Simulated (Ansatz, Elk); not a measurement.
**How far do independent atoms describe CdCS3?**

The structure of CdCS3 used here is made up (a known structure type with other elements) and was relaxed beforehand with PBE. The aim is the Fourier transform of its all-electron density, F(hkl), set beside the sum over free spherical atoms that refinements use.

Program: Elk 11.2.3 (patched build). Level of theory: DFT, PBE, all-electron APW+lo, Dirac cores, scalar-relativistic bands, static density, no spin. Results are calculated unless marked as measured.

This account leaves out most program logs.

The structure was built from a prototype and need not be the compound's stable phase.

## 1. The structure

Symmetry: R-3m, No. 166, trigonal system. The conventional cell has a = 5.186 Å, b = 5.186 Å, c = 13.495 Å, α = 90.00°, β = 90.00°, γ = 120.00°. Nearest to Cd lie 6 S at 2.70 Å. Nearest to S lie 2 C at 2.59 Å and 4 S at 2.59 Å and 2 Cd at 2.70 Å. Nearest to C lie 6 S at 2.59 Å. Farther neighbours and most contacts between anions are not listed.

## 2. Ground state and structure factors

An all-electron density is needed, since X-rays see the cores too. Task 0 finds the density and task 195 Fourier-transforms it; tshift is off so that phases refer to the origin typed.

Input file elk.in:

```
tasks
  0
  195

xctype
  20

spinpol
  .false.

rgkmax
  7.0

gmaxvr
  14.0

lmaxo
  7

lmaxapw
  8

swidth
  0.002

tshift
  .false.

ramdisk
  .false.

hmaxvr
  5.5

maxscl
  120

epspot
  1e-06

sppath
  './'

avec
  4.89981425842 2.82890908065 8.50078057994
  -4.89981425842 2.82890908065 8.50078057994
  0.00000000000 -5.65781816259 8.50078057951

atoms
  3
  'Cd.in'
  1
  -0.0000000000 -0.0000000000 -0.0000000000   0.000000 0.000000 0.000000
  'S.in'
  3
  0.0000000000 0.0000000000 0.5000000000   0.000000 0.000000 0.000000
  0.0000000000 0.5000000000 -0.0000000000   0.000000 0.000000 0.000000
  0.5000000000 0.0000000000 -0.0000000000   0.000000 0.000000 0.000000
  'C.in'
  1
  0.5000000000 0.5000000000 0.5000000000   0.000000 0.000000 0.000000

ngridk
  5 5 5
```

The run is started by

```
> OMP_NUM_THREADS=4 elk
```

Elapsed: 20 s, on 4 threads of Intel Xeon at 2.60GHz (Ice Lake), shared host; peak memory 0.22 GiB.

SFACRHO.OUT:

```text

h k l indices transformed by vhmat matrix:
   1.000000000       0.000000000       0.000000000    
   0.000000000       1.000000000       0.000000000    
   0.000000000       0.000000000       1.000000000    

      h      k      l  multipl.   |H|            Re(F)            Im(F)           |F|

      0      0      0      1   0.0000000       102.00000      0.33627485E-16   102.00000    
      1      1      1      2  0.73913039      -2.5243484     -0.47271944E-14   2.5243484    
      1      0      0      6  0.78027307       52.496962      0.59859273E-15   52.496962    
      1      0      1      6  0.88934282       34.279862      0.31273392E-14   34.279862    
      2      1      1      6   1.2326187       31.930591     -0.12147322E-14   31.930591    
     -1      1      0      6   1.2823313       31.627214      0.58340371E-16   31.627214    
     -2     -1     -2      6   1.4372414       45.187019      0.19375337E-14   45.187019    
     -2     -2     -2      2   1.4782608       71.887440     -0.86162110E-14   71.887440    
      2      0      1     12   1.4800971       44.849173      0.43236419E-14   44.849173    
      1      1     -1      6   1.5010662       2.4782555      0.15525341E-14   2.4782555    
      0      0     -2      6   1.5605461       70.953804     -0.42430241E-14   70.953804    
     -2     -2      0      6   1.7786856       66.443220      0.58404747E-14   66.443220    
      3      2      2      6   1.8768323       40.838485      0.49959721E-15   40.838485    
     -3     -1     -1      6   1.9261455       3.8124549      0.16325743E-13   3.8124549    
      3      2      1     12   1.9569437       26.980458     -0.33733889E-14   26.980458    
      2     -1      0     12   1.9742273       39.959637      0.86073855E-14   39.959637    
      1     -2     -1     12   2.0198213       26.489101     -0.87856533E-14   26.489101    
     -3     -3     -2      6   2.1054744       25.956092     -0.13792436E-14   25.956092
```

Elk indexes on the primitive cell of elk.in and gives |H| = 4π sin θ/λ in inverse bohr. Below, one row stands for each form hkl of the conventional cell (m members, Friedel mates merged), F is for one primitive cell and the density is static (no thermal factor). Free-atom factors are Waasmaier and Kirfel's, and R is Σm||F|−|F'||/Σm|F|.

```csv
hkl,m,sin θ/λ (Å⁻¹),"abs F, DFT",neutral atoms,diff.
003,2,0.111,2.524,2.240,+0.285
101,6,0.117,52.497,52.627,-0.130
012,6,0.134,34.280,34.356,-0.076
104,6,0.185,31.931,32.057,-0.127
110,6,0.193,31.627,31.712,-0.085
015,6,0.216,45.187,45.323,-0.136
006,2,0.222,71.887,72.507,-0.619
113,12,0.223,44.849,44.868,-0.019
021,6,0.226,2.478,2.798,-0.319
202,6,0.235,70.954,70.776,+0.178
024,6,0.268,66.443,66.552,-0.109
107,6,0.282,40.839,40.887,-0.049
205,6,0.290,3.812,3.619,+0.194
116,12,0.294,26.980,26.968,+0.012
211,12,0.297,39.960,39.981,-0.021
122,12,0.304,26.489,26.540,-0.051
018,6,0.317,25.956,25.965,-0.009
214,12,0.330,25.456,25.390,+0.066
```

## 3. The highest occupied states alone

An energy window below the Fermi level keeps the highest occupied states, to see at which angles they scatter; shallow core shells can lie inside it and anion s states outside. No new self-consistency is needed.

Edit elk.in of step 2 so:

```diff
@@ -1,3 +1,2 @@
 tasks
-  0
   195
@@ -40,2 +39,5 @@
 
+wsfac
+  -0.399670 0.451570
+
 sppath
```

The run is started by

```
> OMP_NUM_THREADS=4 elk
```

Wall time 8.2 s (4 threads); peak memory 0.16 GiB; 9.9 s of CPU time.

States within 15 eV below the Fermi level hold 32.48 electrons; any levels below the window count with the cores, and a count that is not whole means the window cuts a band. Their amplitudes can exceed the total, where window and core parts have opposite phase:

```csv
hkl,sin θ/λ (Å⁻¹),"abs F, window","abs F, all"
003,0.111,5.052,2.524
101,0.117,9.395,52.497
012,0.134,7.639,34.280
104,0.185,6.174,31.931
110,0.193,5.870,31.627
015,0.216,4.950,45.187
006,0.222,9.062,71.887
113,0.223,4.874,44.849
021,0.226,0.019,2.478
202,0.235,8.897,70.954
```

## 4. Another try

In this try the input is made faulty on purpose, to show what that does.

The input is changed as shown.

Edit elk.in of step 3 so:

```diff
@@ -1,2 +1,3 @@
 tasks
+  0
   195
@@ -34,3 +35,3 @@
 maxscl
-  120
+  40
 
@@ -39,7 +40,7 @@
 
-wsfac
-  -0.399670 0.451570
-
 sppath
   './'
+
+scale
+  0.52917721
```

The run is started by

```
> OMP_NUM_THREADS=4 elk
```

Elapsed: 16 s, on 4 threads; peak memory 0.16 GiB.

The run finished. A setting was moved off its sound value on purpose, so it serves as a test and not as the result.

The fault put into the input: lattice vectors in angstrom read as bohr.

Its structure factors differ from the first run's by R = 29.1 %.

## 5. Another functional

The difference from free atoms is small, so it is set against the change that PBEsol makes.

Edit elk.in of step 4 so:

```diff
@@ -5,3 +5,3 @@
 xctype
-  20
+  22
 
@@ -35,3 +35,3 @@
 maxscl
-  40
+  120
 
@@ -42,5 +42,2 @@
   './'
-
-scale
-  0.52917721
```

The run is started by

```
> OMP_NUM_THREADS=4 elk
```

Wall time 21 s (4 threads); peak memory 0.21 GiB.

Against the first run R = 0.03 %; the largest change is -0.069 at 202.

## 6. A coarser k-mesh

About half the k-points along each axis test the sampling.

Edit elk.in of step 5 so:

```diff
@@ -5,3 +5,3 @@
 xctype
-  22
+  20
 
@@ -63,2 +63,2 @@
 ngridk
-  5 5 5
+  2 2 2
```

The run is started by

```
> OMP_NUM_THREADS=4 elk
```

The job ended after 15 s (4 threads; peak memory 0.2 GiB).

Against the first run R = 0.07 %; the largest change is +0.229 at 006.

## 7. Settings against the effect

```
          run  R against the first run (%)  R against neutral atoms, low angle (%)  wall time
PBE, rgkmax 7                         0.00                                    0.29       20 s
       PBEsol                         0.03                                    0.28       21 s
 k-mesh 2×2×2                         0.07                                    0.27       15 s
```

## 8. Summary of results

| Property | Result |
| --- | --- |
| R against neutral atoms, sin θ/λ < 0.3 Å⁻¹ | 0.29 % |
| R against neutral atoms, 0.3 to 0.73 Å⁻¹ | 0.18 % |

What this shows: Independent neutral atoms miss the calculated amplitudes by R = 0.29 % below 0.3 Å⁻¹ and 0.18 % from there to 0.73 Å⁻¹; by shells, 0.34 % below 0.15 Å⁻¹ (3 forms), 0.28 % 0.15 to 0.3 (12 forms), 0.24 % 0.3 to 0.45 (27 forms), 0.16 % above 0.45 (107 forms). Bonding, aspherical density and the tables' own atoms all enter these figures, and the runs don't part them. The largest change of an amplitude is -0.62 electrons, at 006. The window's part falls from 32.5 electrons at the origin to at most 0.98 between 0.45 and 0.73 Å⁻¹, where compact states inside the window still scatter. Below 0.3 Å⁻¹ the changes that finished (PBEsol and k-mesh 2×2×2) move F by R = 0.15 % at most, against the 0.29 % that separates it from free atoms, so the difference from free atoms is only partly resolved. A single amplitude moves by up to 0.23 electrons, against 0.62 for the largest difference from free atoms. The basis has no finished test. Part of the difference isn't bonding: the tables are fits to free atoms and ions calculated by other methods than this functional. Thermal motion, anomalous dispersion and extinction are left out.

[Logs are printed without paths, hosts, clocks, repeated set-up lines and the standing remarks that a program may print on its own settings, such as how far it seeks lower states.]

[Hosts, paths, dates, database ids (printed as entryN), source tags and the programs' standing remarks are cut or masked in the printed files.]
